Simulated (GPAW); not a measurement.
GaN (P6_3mc): refractive index against wavelength

The refractive index of GaN (P6_3mc) along x below the direct gap (2.02 eV on the mesh) is read from one computed spectrum, n = √(Re ε). x, y and z are the Cartesian axes of the input cell.

Cell: a, b, c = 3.180, 3.180, 5.166 Å (primitive vectors), 4 atoms.

Method: GPAW 26.7.0, PBE, RPA, k-mesh 12×12×6, local fields up to 50 eV, Lorentzian half width 0.12 eV.

Launch of the response step: `OMP_NUM_THREADS=1 python df.py`. The run took 99 s, its band step included, on 1 thread of Arm Neoverse V2, on a shared host.

| wavelength (nm) | photon energy E (eV) | n |
| --- | --- | --- |
| 3000 | 0.413 | 2.3528 |
| 2000 | 0.620 | 2.3596 |
| 1550 | 0.800 | 2.3683 |
| 1310 | 0.946 | 2.3773 |
| 1064 | 1.165 | ? |

In the single-oscillator model n² − 1 = E₀E_d/(E₀² − E²), so 1/(n² − 1) = E₀/E_d − E²/(E₀E_d) is linear in E².

Working, on the rows shown:

| x = E² (eV²) | y = 1/(n² − 1) |
| --- | --- |
| 0.170801 | 0.220475 |
| 0.384302 | 0.218928 |
| 0.639837 | 0.216974 |
| 0.895757 | 0.214982 |

Means: x̄ = 0.52267, ȳ = 0.21784. Σ(x − x̄)(y − ȳ) = -0.002245, Σ(x − x̄)² = 0.2959. Slope = -0.002245 / 0.2959 = -0.007589; intercept = ȳ − slope · x̄ = 0.22181. Turned back into n, the line misses the rows shown by at most 0.00017.

What does the fit predict for the withheld row, and how well does it do?

At x = 1.3578 the line gives y = 0.2115, that is 2.3933. The run gave 2.3951, so the extrapolation is off by 0.0018, 4 % of the range in the table.

Refitted with all rows, the slope is -0.007883 and the intercept 0.22193. These give E₀ = √(intercept/−slope) = 5.31 eV and E_d = E₀/intercept = 23.9 eV; E₀ is 2.6 times the direct gap. The electronic limit at long wavelengths, without lattice vibrations, is n = √(1 + 1/intercept) = 2.346. The cell comes from an older database entry, whose edges can be off by a per cent or so. Excitons are left out; PBE gaps are as a rule too small. The values come from a sum over the points of one k-mesh and carry its error, which grows as the direct gap shrinks. Spin-orbit coupling is left out.
